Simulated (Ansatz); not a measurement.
## KSnCl3 (model cell, started as cubic perovskite with Sn in the octahedra): phonons and vibrational spectra

Task: relax KSnCl3 (model cell, started as cubic perovskite with Sn in the octahedra), then find its harmonic phonons.

Program: Ansatz 0.2.0. Level of theory: DFT PBEsol, scalar-relativistic, plane waves, PAW; PAW set soft_1. Results are calculated unless marked as measured.

Most raw output is cut from this account.

The structure was built from a prototype and need not be the compound's stable phase.

### Step 1. The starting structure

It takes space group Pm-3m (No. 221, cubic). The conventional cell has a = 5.704 Å, b = 5.704 Å, c = 5.704 Å, α = 90.00°, β = 90.00°, γ = 90.00°. K has 12 Cl at 4.03 Å nearest. Nearest to Sn lie 6 Cl at 2.85 Å. Cl has 2 Sn at 2.85 Å nearest. Farther neighbours and most contacts between anions are not listed.

### Step 2. Bringing the structure to rest, k-mesh 4×4×4

The cell and atoms are relaxed, since residual forces and stress would shift the frequencies.

File input.yaml:

```yaml
crystal:
  lattice:
    - [5.7036, 0.0, 0.0]
    - [0.0, 5.7036, 0.0]
    - [0.0, 0.0, 5.7036]
  atoms:
    - { symbol: K, position: [0.0, 0.0, 0.0] }
    - { symbol: Sn, position: [0.5, 0.5, 0.5] }
    - { symbol: Cl, position: [0.5, 0.5, 0.0] }
    - { symbol: Cl, position: [0.5, 0.0, 0.5] }
    - { symbol: Cl, position: [0.0, 0.5, 0.5] }
kpoints:
  mp_grid: { grid: [4, 4, 4] }
hamiltonian:
  xc: pbesol
  pseudopotentials: { kind: paw, azcp: { folder: soft_1 }, xc_functional: pbe }
scf:
  occupations: { method: gaussian, width: 0.02 }
output:
  forces: true
  stress: true
  eigenvalues: true
relax:
  adjacent_minimum: "off"
  f_tol: 0.005
  max_steps: 80
  cell: { stress_tol: 0.05 }
```

Run with:

```bash
> ansatz run input.yaml --threads 4 --pin off --max-ram 16384MiB --backend cpu --events-out ev --progress --plain --runs-dir out
```

Elapsed: 5.3 s, on 4 threads of Arm Neoverse V1, shared host; peak memory 0.47 GiB; 19 s of CPU time.

Relaxation path:

```tsv
step	energy less that of the first step (eV)	largest force component (eV/Å)	pressure (GPa)	volume (Å³)
1	0.0000	0.0000	-2.20	185.54
2	-0.1123	0.0000	-1.19	175.14
3	-0.1456	0.0000	0.31	164.29
4	-0.1473	0.0000	-0.03	166.40
5*	-0.1470	0.0000	-0.03	166.40
```

Relaxation steps marked * repeat the geometry before them on a plane-wave basis chosen anew for their cell, so energy and pressure can jump there.

Forces are held to the 48 operations that the run works with; a distortion that breaks them can't arise in this run.

```tsv
conventional cell, symmetrised	before	after	change
a (Å)	5.704	5.500	-3.6 %
b (Å)	5.704	5.500	-3.6 %
c (Å)	5.704	5.500	-3.6 %
volume (Å³/atom)	37.11	33.28	-10.3 %
```

Final coordinates:

```cif
data_structure
_symmetry_space_group_name_H-M 'P 1'
_symmetry_Int_Tables_number 1
_cell_length_a 5.5003
_cell_length_b 5.5003
_cell_length_c 5.5003
_cell_angle_alpha 90.000
_cell_angle_beta 90.000
_cell_angle_gamma 90.000
_cell_volume 166.40
loop_
_atom_site_label
_atom_site_type_symbol
_atom_site_fract_x
_atom_site_fract_y
_atom_site_fract_z
_atom_site_occupancy
K1 K 0.00000 0.00000 0.00000 1
Sn2 Sn 0.50000 0.50000 0.50000 1
Cl3 Cl 0.50000 0.50000 0.00000 1
Cl4 Cl 0.50000 0.00000 0.50000 1
Cl5 Cl 0.00000 0.50000 0.50000 1
```

This step gave:

| Quantity | Value |
| --- | --- |
| pressure | -0.02942 GPa |
| gap on the k-mesh | 0.5543 eV |
| volume per atom | 33.28 Å³ |
| direct gap on mesh | 0.5543 eV |

In this step the volume went from 37.11 to 33.28 Å³/atom.

### Step 3. Relaxation, k-mesh 6×6×6

The relaxation is repeated from its end, on the mesh and smearing that suit the cell and gap now reached.

input.yaml: that of step 2 with these lines changed.

```diff
@@ -2,5 +2,5 @@
   lattice:
-    - [5.7036, 0.0, 0.0]
-    - [0.0, 5.7036, 0.0]
-    - [0.0, 0.0, 5.7036]
+    - [5.5002905338, 0.0, 0.0]
+    - [0.0, 5.5002905338, 0.0]
+    - [0.0, 0.0, 5.5002905338]
   atoms:
@@ -12,3 +12,3 @@
 kpoints:
-  mp_grid: { grid: [4, 4, 4] }
+  mp_grid: { grid: [6, 6, 6] }
 hamiltonian:
```

Elapsed: 7 s, on 4 threads; peak memory 0.49 GiB; 26 s of CPU time.

The steps of the relaxation:

```tsv
step	energy less that of the first step (eV)	largest force component (eV/Å)	pressure (GPa)	volume (Å³)
1	0.0000	0.0000	-0.21	166.40
2	-0.0008	0.0000	-0.08	165.55
3	-0.0009	0.0000	0.00	165.03
4*	-0.0009	0.0000	0.00	165.03
```

Relaxation steps marked * repeat the geometry before them on a plane-wave basis chosen anew for their cell, so energy and pressure can jump there.

Forces are held to the 48 operations that the run works with; a distortion that breaks them can't arise in this run.

```tsv
conventional cell, symmetrised	before	after	change
a (Å)	5.500	5.485	-0.3 %
b (Å)	5.500	5.485	-0.3 %
c (Å)	5.500	5.485	-0.3 %
volume (Å³/atom)	33.28	33.01	-0.8 %
```

The relaxed structure:

```xyz
5
Lattice="5.4852 0.0000 0.0000 0.0000 5.4852 0.0000 0.0000 0.0000 5.4852" Properties=species:S:1:pos:R:3 pbc="T T T"
K     0.0000    0.0000    0.0000
Sn    2.7426    2.7426    2.7426
Cl    2.7426    2.7426    0.0000
Cl    2.7426    0.0000    2.7426
Cl    0.0000    2.7426    2.7426
```

This step gave:

| Property | Result |
| --- | --- |
| pressure | 0.001003 GPa |
| gap on the k-mesh | 0.5124 eV |
| volume per atom | 33.01 Å³ |
| direct gap on mesh | 0.5124 eV |

In this step the volume went from 33.28 to 33.01 Å³/atom.

### Step 4. Relaxing to small forces for the phonons, k-mesh 6×6×6

Phonons need a cell at rest on their own settings, so the relaxation is repeated with tight tolerances on forces and stress on the k mesh and occupations of the first response run.

File input.yaml:

```yaml
crystal:
  lattice:
    - [5.4851711979, 0.0, 0.0]
    - [0.0, 5.4851711979, 0.0]
    - [0.0, 0.0, 5.4851711979]
  atoms:
    - { symbol: K, position: [0.0, 0.0, 0.0] }
    - { symbol: Sn, position: [0.5, 0.5, 0.5] }
    - { symbol: Cl, position: [0.5, 0.5, 0.0] }
    - { symbol: Cl, position: [0.5, 0.0, 0.5] }
    - { symbol: Cl, position: [0.0, 0.5, 0.5] }
kpoints:
  mp_grid: { grid: [6, 6, 6] }
hamiltonian:
  xc: pbesol
  pseudopotentials: { kind: paw, azcp: { folder: soft_1 }, xc_functional: pbe }
scf:
  occupations: { method: fixed }
output:
  forces: true
  stress: true
  eigenvalues: true
  write_density: true
  write_potential: true
  elf: true
  volumetric_format: npy
relax:
  adjacent_minimum: "off"
  f_tol: 0.001
  max_steps: 60
  cell: { stress_tol: 0.01 }
```

Wall time 4.3 s (4 threads); peak memory 0.49 GiB; 16 s of CPU time.

Little changed from the start: no atom moved by 0.005 Å and no cell edge by 0.1 %.

Valence density in the ac plane at fractional y = 0.500, with atoms of Sn and Cl within 0.2 Å of it. It is the smooth field of the valence electrons, not physical close to the nuclei.

Ten steps, logarithmic in the rise over the least value, from '_' (0 e/Å³) to '@' (11 e/Å³), each cell a mean:
```
________::==++++++++--..______
________..--++++++==::..______
________..::------::..________
....______..::::::::..____....
----::....::------::......::--
++++--::::--++##**==::::::==++
++++==--::++%%@@@@**--::--++++
==++==--::++%%@@@@##--::--++++
++++==::::==##%%%%++--::--++++
====::....::==++++--::..::--==
::::..__....::::::::..__....::
..________..::----::..________
________..::======--::________
________::==++++++++--..______
______..::==++==++++--..______
```
Columns run along a (5.5 Å), rows up along c (5.5 Å). Atoms in or near the plane, at fractional coordinates: Sn at (0.50, 0.50), Cl at (0.50, 0.00), Cl at (0.00, 0.50).

Electrostatic potential energy in the ac plane at fractional y = 0.500, with atoms of Sn and Cl within 0.2 Å of it. With pseudopotentials it is smooth inside the atoms' cores, unlike the true potential.

Ten even steps from '_' (-37 eV) to '@' (8 eV), each cell a mean:
```
@@@@@@@@@@**______--%%@@@@@@@@
@@@@@@@@@@%%++::--**@@@@@@@@@@
@@@@@@@@@@@@%%##%%@@@@@@@@@@@@
@@@@@@@@@@@@%%%%%%@@@@@@@@@@@@
%%%%@@@@@@%%**++++##%%@@@@@@%%
::==%%@@%%**------==##@@@@**--
____++%%##--==@@##--++%%%%--__
____++%%##--**@@@@--++%%##::__
__::##@@%%==--**==--**%%%%++__
++##@@@@%%##==----**%%@@@@%%**
@@@@@@@@@@%%%%####%%@@@@@@@@@@
@@@@@@@@@@@@@@%%%%@@@@@@@@@@@@
@@@@@@@@@@@@##++++%%@@@@@@@@@@
@@@@@@@@@@##::____==%%@@@@@@@@
@@@@@@@@@@++______::%%@@@@@@@@
```
Columns run along a (5.5 Å; values clipped at the 3rd and 97th percentile), rows up along c (5.5 Å). Atoms in or near the plane, at fractional coordinates: Sn at (0.50, 0.50), Cl at (0.50, 0.00), Cl at (0.00, 0.50).

ELF in the ac plane at fractional y = 0.500, with atoms of Sn and Cl within 0.2 Å of it. It is the smooth field of the valence electrons, not physical close to the nuclei.

Values, 15 rows by 15 columns, each cell a mean:
```
0.00 0.01 0.09 0.42 0.75 0.86 0.79 0.48 0.63 0.85 0.83 0.63 0.24 0.03 0.01
0.04 0.02 0.03 0.20 0.55 0.78 0.84 0.81 0.82 0.83 0.70 0.39 0.08 0.02 0.03
0.30 0.16 0.05 0.05 0.21 0.46 0.63 0.69 0.67 0.56 0.35 0.12 0.03 0.08 0.24
0.67 0.54 0.24 0.07 0.08 0.18 0.28 0.32 0.31 0.24 0.13 0.06 0.12 0.39 0.63
0.85 0.79 0.56 0.21 0.14 0.24 0.29 0.30 0.30 0.28 0.19 0.13 0.35 0.70 0.83
0.84 0.85 0.75 0.38 0.23 0.31 0.28 0.18 0.21 0.31 0.28 0.24 0.56 0.83 0.85
0.49 0.75 0.80 0.49 0.27 0.30 0.11 0.01 0.03 0.21 0.30 0.31 0.67 0.82 0.63
0.27 0.68 0.81 0.51 0.28 0.28 0.07 0.00 0.01 0.18 0.30 0.32 0.69 0.81 0.48
0.74 0.83 0.79 0.44 0.25 0.32 0.19 0.07 0.11 0.28 0.29 0.28 0.63 0.84 0.79
0.87 0.84 0.67 0.29 0.18 0.29 0.32 0.28 0.30 0.31 0.24 0.18 0.46 0.78 0.86
0.78 0.68 0.39 0.12 0.09 0.18 0.25 0.28 0.27 0.23 0.14 0.08 0.21 0.55 0.75
0.49 0.33 0.11 0.04 0.12 0.29 0.44 0.51 0.49 0.38 0.21 0.07 0.05 0.20 0.42
0.12 0.06 0.03 0.11 0.39 0.67 0.79 0.81 0.80 0.75 0.56 0.24 0.05 0.03 0.09
0.01 0.01 0.06 0.33 0.68 0.84 0.83 0.68 0.75 0.85 0.79 0.54 0.16 0.02 0.01
0.00 0.01 0.12 0.49 0.78 0.87 0.74 0.27 0.49 0.84 0.85 0.67 0.30 0.04 0.00
```
Columns run along a (5.5 Å), rows up along c (5.5 Å). Atoms in or near the plane, at fractional coordinates: Sn at (0.50, 0.50), Cl at (0.50, 0.00), Cl at (0.00, 0.50).

The forces vanish by symmetry and the pressure is 0.001 GPa, within the tolerances set. The cell now holds 33.01 Å³/atom.

### Step 5. A first phonon run

The phonons are first tried on the mesh that the gap suggested.

input.yaml, the sections that differ from step 4:

```yaml
output:
  eigenvalues: true
phonons:
  method: dfpt
  dielectric: true
  rigid_motions: translations
# crystal, kpoints, hamiltonian, scf: as in step 4
# relax: removed
```

It took 80 s on 4 threads; peak memory 1.7 GiB; 5.1 min of CPU time.

Numbers from this step:

```yaml
sum_rule_residual_before_enforcement: 5.01e-5 eV/Å²
miss_of_the_charge_sum_rule: 8.88e-4 e
estimated_error_of_the_dielectric_tensor: 0.01893
estimated_error_of_the_born_charges: 0.02445 e
point_group: m-3m
highest_optical_mode_at_the_zone_centre_no_lo_to_term: 89.81 cm⁻¹
lowest_optical_zone_centre_mode: -63.83 cm⁻¹
mean_high_frequency_dielectric_constant: 6.016
largest_born_charge_third_of_the_trace: 4.593 e
top_of_the_zone_centre_spectrum_with_the_field: 226.5 cm⁻¹
```

The highest optical mode at Γ without the field comes at 89.8 cm⁻¹, but the log warns of the mesh: “the force constants stand on the 6×6×6 k-mesh, whose period is 8.22 times the interband length at k = (-0.5000, -0.5000, -0.5000), direct gap 0.512 eV, under 14: take them and everything formed from them as unconverged”.

### Step 6. Relaxing to small forces for the phonons, k-mesh 12×12×12

The k mesh is raised to 12×12×12 since a zone-centre run on the first mesh warned that it was too coarse for the force constants, and the cell is relaxed again on it.

input.yaml, the sections that differ from step 5:

```yaml
kpoints:
  mp_grid: { grid: [12, 12, 12] }
output:
  forces: true
  stress: true
  eigenvalues: true
relax:
  adjacent_minimum: "off"
  f_tol: 0.001
  max_steps: 60
  cell: { stress_tol: 0.01 }
# crystal, hamiltonian, scf: as in step 5
# phonons: removed
```

It took 25 s on 4 threads; peak memory 0.65 GiB; 97 s of CPU time.

Little changed from the start: no atom moved by 0.005 Å and no cell edge by 0.1 %.

This step gave:

```
pressure           : 5.04e-5 GPa
gap on the k-mesh  : 0.5036 eV
volume per atom    : 32.95 Å³
direct gap on mesh : 0.5036 eV
```

The forces vanish by symmetry and the pressure is 0.000 GPa, within the tolerances set. The cell now holds 32.95 Å³/atom.

### Step 7. Modes at Γ

The zone centre comes first: it holds the modes that light can see, as far as symmetry allows. The response to a homogeneous field gives the Born charges and the dielectric tensor.

input.yaml, the sections that differ from step 6:

```yaml
crystal:
  lattice:
    - [5.4819651111, 0.0, 0.0]
    - [0.0, 5.4819651111, 0.0]
    - [0.0, 0.0, 5.4819651111]
  atoms:
    - { symbol: K, position: [0.0, 0.0, 0.0] }
    - { symbol: Sn, position: [0.5, 0.5, 0.5] }
    - { symbol: Cl, position: [0.5, 0.5, 0.0] }
    - { symbol: Cl, position: [0.5, 0.0, 0.5] }
    - { symbol: Cl, position: [0.0, 0.5, 0.5] }
output:
  eigenvalues: true
phonons:
  method: dfpt
  dielectric: true
  rigid_motions: translations
# kpoints, hamiltonian, scf: as in step 6
# relax: removed
```

Run time: 7.7 min. Hardware: 4 threads; peak memory 8 GiB; 29 min of CPU time.

This step gave:

```yaml
sum_rule_residual_before_enforcement: 4.68e-5 eV/Å²
miss_of_the_charge_sum_rule: 1.56e-6 e
estimated_error_of_the_dielectric_tensor: 0.01940
estimated_error_of_the_born_charges: 0.02342 e
highest_optical_mode_at_the_zone_centre_no_lo_to_term: 93.38 cm⁻¹
lowest_optical_zone_centre_mode: -61.26 cm⁻¹
mean_high_frequency_dielectric_constant: 6.056
largest_born_charge_third_of_the_trace: 4.596 e
top_of_the_zone_centre_spectrum_with_the_field: 228.6 cm⁻¹
```

Without the LO-TO term. Patterns of degenerate modes are one choice out of their space. The modes at Γ (shares of kinetic energy by element, %) (negative means imaginary):

```tsv
mode	frequency (cm⁻¹)	symmetry	K %	Sn %	Cl %
1	-61.3	T1u	69	1	30
2	-61.3	T1u	69	1	30
3	-61.3	T1u	69	1	30
4	-0.8	T2u	0	0	100
5	-0.8	T2u	0	0	100
6	-0.8	T2u	0	0	100
7	0.0	acoustic	15	45	40
8	0.0	acoustic	15	45	40
9	0.0	acoustic	15	45	40
10	61.8	T1u	15	11	74
11	61.8	T1u	15	11	74
12	61.8	T1u	15	11	74
13	93.4	T1u	1	44	55
14	93.4	T1u	1	44	55
15	93.4	T1u	1	44	55
```

Displacements in mode 2 (-61.3 cm⁻¹), the largest set to 1:
```
K1   0.00  0.20  1.00
Sn2  0.00 -0.01 -0.06
Cl3  0.00 -0.10  0.07
Cl4  0.00  0.01 -0.49
Cl5  0.00 -0.10 -0.49
```

Displacements in mode 15 (93.4 cm⁻¹), the largest set to 1:
```
K1   0.00  0.05  0.14
Sn2  0.00 -0.19 -0.53
Cl3  0.00  0.12  1.00
Cl4  0.00  0.36  0.32
Cl5  0.00  0.12  0.32
```

Optical modes at the zone centre, without and with the macroscopic field of the longitudinal modes; each column is sorted by frequency, so a row need not hold one and the same mode. Modes with and without the field, by row:

```tsv
rank among optical modes	no field (cm⁻¹)	q along (1, 0, 0) (cm⁻¹)
1	-61.3	-61.3
2	-61.3	-61.3
3	-61.3	-59.2
4	-0.8	-0.8
5	-0.8	-0.8
6	-0.8	-0.8
7	61.8	61.8
8	61.8	61.8
9	61.8	68
10	93.4	93.4
11	93.4	93.4
12	93.4	228.6
```

Born charge (rows field, columns displacement) (e), principal values of the symmetric part by kind of site:

```tsv
atom	atoms with these values	low	middle	high	mean
K1	1	1.28	1.28	1.28	1.28
Sn2	1	4.60	4.60	4.60	4.60
Cl3	3	-4.87	-0.50	-0.50	-1.96
```

In full for K1:

```
1.28 0.00 0.00
0.00 1.28 0.00
0.00 0.00 1.28
```

High-frequency dielectric tensor:

```
6.06 0.00 0.00
0.00 6.06 0.00
0.00 0.00 6.06
```

Transverse modes; imaginary modes are left out. Lines of the infrared spectrum (strongest = 100):

```tsv
position (cm⁻¹)	relative intensity
62	22
93	100
```

Before it was imposed, the acoustic sum rule was missed by 4.7e-5 eV/Å² and the charge sum rule by 1.6e-6 e. Small misses are needed for a sound result but don't prove that mesh and cutoff are converged. Against the first mesh the highest mode moved by +3.6 cm⁻¹. The lowest optical mode is imaginary, 61.3i cm⁻¹, so the energy falls along it.

The log warns of the k mesh: “the force constants stand on the 12×12×12 k-mesh, whose period is 9.41 times the interband length at k = (-0.5000, -0.5000, -0.5000), direct gap 0.504 eV, under 14: take them and everything formed from them as unconverged”.

(Part 1 of 2 ends here.)

[Logs are printed without paths, hosts, clocks, repeated set-up lines and the standing remarks that a program may print on its own settings, such as how far it seeks lower states.]

[Hosts, paths, dates, database ids (printed as entryN), source tags and the programs' standing remarks are cut or masked in the printed files.]
